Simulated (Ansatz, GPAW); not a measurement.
# Work function of a 2-layer slab of Al(100) at several levels, part 3 of 3

How far do functional and basis move the work function of a 2-layer slab of Al(100)?

GPAW 26.7.0 and Ansatz 0.2.0; Ansatz plane waves; slab in vacuum with a dipole correction, relaxation; PAW set soft_1 (the session's first sound run).

So far, upper work function (eV): step 2 (relaxation, PBE) 4.44; step 3 (the slab's potential, PBE, GPAW) 4.45; step 4 (OptPBE vdW: xc = "optPBE-vdW", GPAW, PAW setups, GPAW) 4.57; step 5 (self-consistent run: xc = "vdW-DF2", GPAW, PAW setups, GPAW) 4.62; step 6 (self-consistent run: xc = "revPBE") 4.38.

## Step 7: Real-space grid: mode = "fd"

Level of this step: GPAW, PAW setups; slab in vacuum (GPAW).

A real-space grid is a second complete basis, so it checks the plane-wave result.

run.py

```python
import json
import numpy as np
from ase import Atoms
from gpaw import GPAW

slab = Atoms(
    ['Al', 'Al'],
    positions=[
        [1.43189, 1.43189, 8.00000],
        [0.00000, 0.00000, 10.13841]],
    cell=[[2.86378, 0.0, 0.0], [0.0, 2.86378, 0.0], [0.0, 0.0, 18.025]],
    pbc=[True, True, False])

slab.calc = GPAW(mode='fd', h=0.18, xc='PBE', kpts={'size': (11, 11, 1), 'gamma': True},
                 occupations={'name': 'fermi-dirac', 'width': 0.1}, nbands='200%',
                 convergence={'density': 1e-05}, maxiter=200,
                 poissonsolver={'dipolelayer': 'xy'},
                 symmetry={'tolerance': 1e-3}, txt='slab.txt')
result = {}
energy = slab.get_potential_energy()
fermi = slab.calc.get_fermi_level()
v = slab.calc.get_electrostatic_potential().mean((0, 1)) - fermi
n = slab.calc.get_pseudo_density().mean((0, 1))
L = slab.cell[2, 2]
z = np.arange(len(v)) * L / len(v)
low, high = slab.positions[:, 2].min(), slab.positions[:, 2].max()
below, above = np.interp([low - 5.8, high + 5.8], z, v)
slopes = [np.interp(x, z, np.gradient(v, z)) for x in (low - 5.8, high + 5.8)]
eps = np.array([[slab.calc.get_eigenvalues(k, s) for k in range(len(slab.calc.get_ibz_k_points()))]
                for s in range(slab.calc.get_number_of_spins())]) - fermi
top, bottom = eps[eps < 0].max(), eps[eps > 0].min()
dipole = slab.get_dipole_moment()[2]
print(f'energy {energy:.4f} eV, Fermi level {fermi:.4f} eV, dipole {dipole:.5f} e A')
print(f'potential 5.8 A off the faces, from the Fermi level: lower {below:.4f} eV, upper {above:.4f} eV')
print(f'slope of the potential there: lower {slopes[0]:.5f}, upper {slopes[1]:.5f} eV/A')
print(f'nearest levels on the mesh: {top:.4f} and {bottom:.4f} eV')
print('magnetic moment', round(slab.get_magnetic_moment(), 3))
result.update(energy=energy, fermi=fermi, dipole=dipole, below=below, above=above, slopes=slopes, edges=[top, bottom],
              z=z.tolist(), v=v.tolist(), n=n.tolist(), positions=slab.positions.tolist(),
              forces=slab.get_forces(apply_constraint=False).tolist(), moments=slab.get_magnetic_moments().tolist())
json.dump(result, open('result.json', 'w'))
```

Command:

```bash
> OMP_NUM_THREADS=1 OPENBLAS_NUM_THREADS=1 python run.py
```

Numbers of over 12 decimals in the logs are rounded to 6 here.

Output:

```text
energy -6.4151 eV, Fermi level -4.4476 eV, dipole 0.00000 e A
potential 5.8 A off the faces, from the Fermi level: lower 4.4475 eV, upper 4.4475 eV
slope of the potential there: lower -0.00007, upper 0.00007 eV/A
nearest levels on the mesh: -0.0139 and 0.0351 eV
magnetic moment 0.0
```

Elapsed: 14 s, on 1 thread of AMD EPYC 9R14 (Zen 4), shared host; peak memory 0.26 GiB.

Numbers from this step:

```
dipole along the normal                    : 7.13e-7 e·Å
levels nearest the Fermi level on the mesh : -0.01392, 0.03511 eV from the Fermi level
upper work function                        : 4.448 eV
lower work function                        : 4.448 eV
```

Table of electrostatic potential energy of an electron (without an applied field's), less the Fermi level, planar mean by z:

z (Å), electrostatic potential energy of an electron (without an applied field's), less the Fermi level, planar mean (eV) and a bar from the least value:
```
      0.0        4.4 ##############################
      0.5        4.4 ##############################
      1.0        4.4 ##############################
      1.5        4.4 ##############################
      2.0        4.4 ##############################
      2.5        4.4 ##############################
      3.0        4.4 ##############################
      3.5        4.4 ##############################
      4.0        4.4 ##############################
      4.5        4.4 ##############################
      5.0        4.4 ##############################
      5.5        4.3 ##############################
      6.0        4.1 #############################
      6.5        3.2 ############################
      7.0        0.6 ########################
      7.5       -6.1 ############
      8.0      -13.2 
      8.5       -6.4 ############
      9.0       -1.4 ####################
      9.5       -4.3 ###############
     10.0      -12.5 #
     10.5       -8.8 ########
     11.0       -0.7 #####################
     11.5        2.8 ###########################
     12.0        3.9 #############################
     12.5        4.3 ##############################
     13.0        4.4 ##############################
     13.5        4.4 ##############################
     14.0        4.4 ##############################
     14.5        4.4 ##############################
     15.0        4.4 ##############################
     15.5        4.4 ##############################
     16.0        4.4 ##############################
     16.5        4.4 ##############################
     17.0        4.4 ##############################
     17.5        4.4 ##############################
```

The upper face's work function is 4.448 eV, against 4.448 eV in the first plane-wave PBE run at this geometry.

## Step 8: Atomic orbitals: mode = "lcao"

Atom-centred orbitals end a few angstrom from the surface, which tests how much the density's tail matters.

Edit run.py of step 7 so:

```diff
@@ -13,4 +13,4 @@
 
-slab.calc = GPAW(mode='fd', h=0.18, xc='PBE', kpts={'size': (11, 11, 1), 'gamma': True},
-                 occupations={'name': 'fermi-dirac', 'width': 0.1}, nbands='200%',
+slab.calc = GPAW(mode='lcao', basis='dzp', h=0.18, xc='PBE', kpts={'size': (11, 11, 1), 'gamma': True},
+                 occupations={'name': 'fermi-dirac', 'width': 0.1}, nbands='120%',
                  convergence={'density': 1e-05}, maxiter=200,
```

Output:

```text
energy -6.2758 eV, Fermi level -4.3962 eV, dipole -0.00000 e A
potential 5.8 A off the faces, from the Fermi level: lower 4.3962 eV, upper 4.3963 eV
slope of the potential there: lower 0.00000, upper 0.00000 eV/A
nearest levels on the mesh: -0.0139 and 0.0295 eV
magnetic moment 0.0
```

It took 82 s on 1 thread; peak memory 0.23 GiB.

This step gave:

```yaml
dipole_along_the_normal: -2.99e-6 e·Å
levels_nearest_the_fermi_level_on_the_mesh: -0.01390, 0.02950 eV from the Fermi level
upper_work_function: 4.396 eV
lower_work_function: 4.396 eV
```

The upper face's work function is 4.396 eV, against 4.448 eV in the first plane-wave PBE run at this geometry.

## Step 9: Cost and result by level

Times are for 1 thread of AMD EPYC 9R14 (Zen 4), shared host. Results by setting:

```
no.         run  upper work function (eV)  lower work function (eV)   time  memory (GiB)
  1          pw                     4.448                     4.447  4.8 s          0.16
  2  optPBE vdW                     4.568                     4.567  9.4 s          0.25
  3     vdW DF2                     4.615                     4.615  9.4 s          0.25
  4      revPBE                     4.381                     4.380  4.8 s          0.16
  5          fd                     4.448                     4.448   14 s          0.26
  6        lcao                     4.396                     4.396   82 s          0.23
```

## Step 10: A second plane-wave code

A second program with its own datasets checks the number independently.

This step: Ansatz plane waves; slab in vacuum with a dipole correction; PAW set soft_1 (Ansatz 0.2.0).

input.yaml

```yaml
crystal:
  lattice:
    - [2.8637824638, 0.0, 0.0]
    - [0.0, 2.8637824638, 0.0]
    - [0.0, 0.0, 18.025]
  atoms:
    - { symbol: Al, position: [0.5, 0.5, 0.4438280166] }
    - { symbol: Al, position: [0.0, 0.0, 0.5624637893] }
kpoints:
  mp_grid: { grid: [11, 11, 1] }
hamiltonian:
  xc: pbe
  pseudopotentials: { kind: paw, azcp: { folder: soft_1 } }
scf:
  occupations: { method: fermi_dirac, width: 0.1 }
efield:
  axis: 3
  dipole_correction: true
  ramp_width: 0.05
output:
  forces: true
  write_potential: true
  write_density: true
  volumetric_format: npy
  elf: true
```

Command:

```bash
> ansatz run input.yaml --threads 4 --pin off --max-ram 8192MiB --backend cpu --events-out ev --progress --plain --runs-dir out
```

Output:

```text
[...]
Crystal: 2 atoms, lattice volume = 147.828 Å³
Basis set: ecut = 420 eV, 2881 PW (Γ), exchange–correlation on 40×40×250 points (8 copies of the dense FFT grid, shifted against one another)
Bands: 7, of which v1, the nominal top of the filled ones, is band 3 counted from 1 (2 counted from 0)
Symmetry: 8 space group operations
k-points: 21 of 121
[...]
SCF iter   1: F=—  HF=-1074.240711 eV  |F-HF|=—  |Δ(HF+E_count)|=         —  Δρ=1.32e-2  dr2=1.19e0  ethr=3.10e-3  p=-0.000 e·Å  D=-9.28e-9 V/Å  ΔV_dip=0.00 eV  dr2_dipole=2.16e-7  V_vac-E_F(+/−)=5.94/5.94 eV  ⟨swp⟩=8.5  Hψ=1689  notcnv=0
[...]
SCF iter   7: F=-1073.964560 eV  HF=-1073.964560 eV  |F-HF|=2.76e-9  |Δ(HF+E_count)|=   1.05e-8  Δρ=1.14e-6  dr2=2.56e-9  ethr=1.45e-9  p=0.000 e·Å  D=7.68e-8 V/Å  ΔV_dip=-0.00 eV  dr2_dipole=2.09e-11  V_vac-E_F(+/−)=4.44/4.44 eV  ⟨swp⟩=8.4  Hψ=921  notcnv=0
SCF 1 converged in 7 iterations: F = -1073.964560 eV  dr2 = 2.56e-9
[...]
SCF converged after 7 iterations
Free energy (F): -1073.964560 eV
[...]
Internal energy: -1073.920459 eV  (E = F + TS)
E sigma→0 (E₀):  -1073.942509 eV
Entropy (-TS):   -0.044101 eV (-22.051 meV/atom)
Fermi energy:    -1.584698 eV
Dipole field:    D = -0.000007 V/Å  (p = -0.000006 e·Å, saw-weighted, corrected)
Work function:   Φ+ = 4.4448 eV   Φ− = 4.4447 eV
[...]
--- Forces (eV/Å), atoms counted from 1 ---
  atom   1  Al     0.00000000     0.00000000    -0.00780967
  atom   2  Al    -0.00000000     0.00000000     0.00781207
  max |Σ_I F_I| component: 2.40e-6 eV/Å
--- Band table (eV; the first three rows and the last of 21) ---
[...]
```

Elapsed: 0.74 s, on 4 threads; peak memory 0.51 GiB.

The column dr2 measures how far the density is from self-consistency, as an energy; F and HF (Harris–Foulkes) agree once it is small.

This step gave:

```
upper work function     : 4.445 eV
lower work function     : 4.445 eV
dipole along the normal : -5.78e-6 e·Å
dipole field            : -7.08e-6 V/Å
```

Table of electrostatic potential energy of an electron (with the applied field's), less the Fermi level, planar mean by z:

```
z (Å)  electrostatic potential energy of an electron (with the applied field's), less the Fermi level, planar mean (eV)
  0.0                                                                                                              4.44
  0.5                                                                                                              4.44
  1.0                                                                                                              4.44
  1.5                                                                                                              4.44
  2.0                                                                                                              4.44
  2.5                                                                                                              4.44
  3.0                                                                                                              4.44
  3.5                                                                                                              4.44
  4.0                                                                                                              4.44
  4.5                                                                                                              4.44
  5.0                                                                                                              4.41
  5.5                                                                                                              4.34
  6.0                                                                                                              4.08
  6.5                                                                                                              3.23
  7.0                                                                                                             0.545
  7.5                                                                                                             -4.44
  8.0                                                                                                             -4.29
  8.5                                                                                                             -4.75
  9.0                                                                                                             -1.49
  9.5                                                                                                             -4.01
 10.0                                                                                                             -4.48
 10.5                                                                                                             -4.75
 11.0                                                                                                            -0.911
 11.5                                                                                                              2.76
 12.0                                                                                                              3.94
 12.5                                                                                                              4.29
 13.0                                                                                                              4.40
 13.5                                                                                                              4.43
 14.0                                                                                                              4.44
 14.5                                                                                                              4.44
 15.0                                                                                                              4.44
 15.5                                                                                                              4.44
 16.0                                                                                                              4.44
 16.5                                                                                                              4.44
 17.0                                                                                                              4.44
 17.5                                                                                                              4.44
```

The valence density, planar mean by z:

z (Å), valence density, planar mean (e/Å³) and a bar:
```
      3.0      0.000 
      3.5      0.000 
      4.0      0.000 
      4.5      0.000 
      5.0      0.001 
      5.5      0.004 #
      6.0      0.012 ##
      6.5      0.036 ######
      7.0      0.091 ################
      7.5      0.144 #########################
      8.0      0.161 ############################
      8.5      0.171 #############################
      9.0      0.175 ##############################
      9.5      0.174 ##############################
     10.0      0.164 ############################
     10.5      0.151 ##########################
     11.0      0.109 ###################
     11.5      0.048 ########
     12.0      0.016 ###
     12.5      0.005 #
     13.0      0.001 
     13.5      0.000 
     14.0      0.000 
     14.5      0.000 
     15.0      0.000
```

Valence density in the ca plane at fractional y = 0.000, with atoms of Al within 0.2 Å of it. It is the smooth field of the valence electrons, not physical close to the nuclei.

Ten even steps from '0' (0.00 e/Å³) to '9' (0.21 e/Å³), each cell a mean:
```
00000000000000001234568644663100000000000000
00000000000000001346678877752100000000000000
00000000000000002367878999742000000000000000
00000000000000002479988899641000000000000000
00000000000000002468888999742000000000000000
00000000000000001356778999852000000000000000
00000000000000001245568755762100000000000000
00000000000000001234567633663100000000000000
```
Columns run along c (18.0 Å), rows up along a (2.9 Å). Atoms in or near the plane, at fractional coordinates: Al at (0.56, 0.00).

Electrostatic potential energy in the ca plane at fractional y = 0.000, with atoms of Al within 0.2 Å of it. With pseudopotentials it is smooth inside the atoms' cores, unlike the true potential.

Ten even steps from '0' (-14 eV) to '9' (3 eV), each cell a mean:
```
99999999999999999998873066037999999999999999
99999999999999999988875100158999999999999999
99999999999999999887777533579999999999999999
99999999999999999877778766789999999999999999
99999999999999999877777655689999999999999999
99999999999999999987776200368999999999999999
99999999999999999998874022048999999999999999
99999999999999999999873088037999999999999999
```
Columns run along c (18.0 Å; values clipped at the 3rd and 97th percentile), rows up along a (2.9 Å). Atoms in or near the plane, at fractional coordinates: Al at (0.56, 0.00).

ELF in the ca plane at fractional y = 0.000, with atoms of Al within 0.2 Å of it. It is the smooth field of the valence electrons, not physical close to the nuclei.

Ten even steps from '0' (0.00 × 1e-1) to '9' (8.01 × 1e-1), each cell a mean:
```
00000000000000011233345312599631000000000000
00000000000000013455556645998520000000000000
00000000000000124688766889986310000000000000
00000000000000135899877799975310000000000000
00000000000000135788877799986310000000000000
00000000000000124566666778997420000000000000
00000000000000012344446412798631000000000000
00000000000000001222245245599631000000000000
```
Columns run along c (18.0 Å), rows up along a (2.9 Å). Atoms in or near the plane, at fractional coordinates: Al at (0.56, 0.00).

The upper face's work function is 4.445 eV, against 4.448 eV in the first plane-wave PBE run at this geometry.

## Step 11: Side by side

Results and costs are gathered.

This step: comparison of work functions, dipole and cost; PAW set soft_1 (GPAW 26.7.0).

Ladder, by row:

```
      step    code  work function, upper (eV)  work function, lower (eV)  dipole (e Å)  wall time (s)  peak memory (GiB)  threads
        pw    GPAW                      4.447                      4.447      -5.37e-6           4.82               0.16        1
optPBE-vdW    GPAW                      4.568                      4.567      -5.12e-6           9.42               0.25        1
   vdW-DF2    GPAW                      4.615                      4.615      -2.44e-6           9.38               0.25        1
    revPBE    GPAW                      4.381                       4.38      -5.41e-6            4.8               0.16        1
        fd    GPAW                      4.448                      4.448       7.13e-7          13.73               0.26        1
      lcao    GPAW                      4.396                      4.396      -2.99e-6          82.48               0.23        1
    ansatz  Ansatz                      4.445                      4.445      -5.78e-6           0.74              0.513        4
```

## Step 12: A changed run

One more run, with changed settings.

This step: GPAW, PAW setups; slab in vacuum (GPAW 26.7.0).

Edit run.py of step 8 so:

```diff
@@ -3,3 +3,3 @@
 from ase import Atoms
-from gpaw import GPAW
+from gpaw import GPAW, PW
 
@@ -13,5 +13,5 @@
 
-slab.calc = GPAW(mode='lcao', basis='dzp', h=0.18, xc='PBE', kpts={'size': (11, 11, 1), 'gamma': True},
-                 occupations={'name': 'fermi-dirac', 'width': 0.1}, nbands='120%',
-                 convergence={'density': 1e-05}, maxiter=200,
+slab.calc = GPAW(mode=PW(400), xc='PBE', kpts={'size': (11, 11, 1), 'gamma': True},
+                 occupations={'name': 'fermi-dirac', 'width': 1.0}, nbands='200%',
+                 convergence={'density': 1e-05}, maxiter=50,
                  poissonsolver={'dipolelayer': 'xy'},
```

Command:

```bash
> OMP_NUM_THREADS=1 OPENBLAS_NUM_THREADS=1 python run.py
```

Output:

```text
energy -6.5041 eV, Fermi level -2.0143 eV, dipole 0.00020 e A
potential 5.8 A off the faces, from the Fermi level: lower 4.8293 eV, upper 4.8266 eV
slope of the potential there: lower -0.01869, upper 0.01793 eV/A
nearest levels on the mesh: -0.0522 and 0.0744 eV
magnetic moment 0.0
```

Elapsed: 4.3 s, on 1 thread; peak memory 0.16 GiB.

The run finished. A setting was moved off its sound value on purpose, so it serves as a test and not as the result.

The fault put into the input: a smearing of electronvolts (width = 1.0).

Side by side:

```
                quantity  this run  sound run  difference
upper work function (eV)    4.8266     4.4475       0.379
lower work function (eV)    4.8293     4.4474       0.382
```

The two runs differ clearly in the lower work function: 4.83 eV against 4.45 eV.

## Step 13: Results

```yaml
work_function_both_faces: 4.45 eV
dipole_along_the_normal: -5.4e-6 e Å, near the numerical noise
```

With plane waves and PBE the work function is 4.45 eV on the upper face and 4.45 eV on the lower. Over the sound runs of the table the upper face's work function spans 4.381 (revPBE) to 4.615 eV (vdW-DF2). The two plane-wave codes differ by 0.0027 eV on the upper face. The slab is only 2.1 Å thick between its outer nuclei, so the values belong to this film more than to the surface of the bulk metal. The in-plane lattice was kept as typed, which isn't the functional's own and leaves some strain; spin-orbit coupling and temperature are left out.

[Logs are printed without paths, hosts, clocks, repeated set-up lines and the standing remarks that a program may print on its own settings, such as how far it seeks lower states.]

[Hosts, paths, dates, database ids (printed as entryN), source tags and the programs' standing remarks are cut or masked in the printed files.]
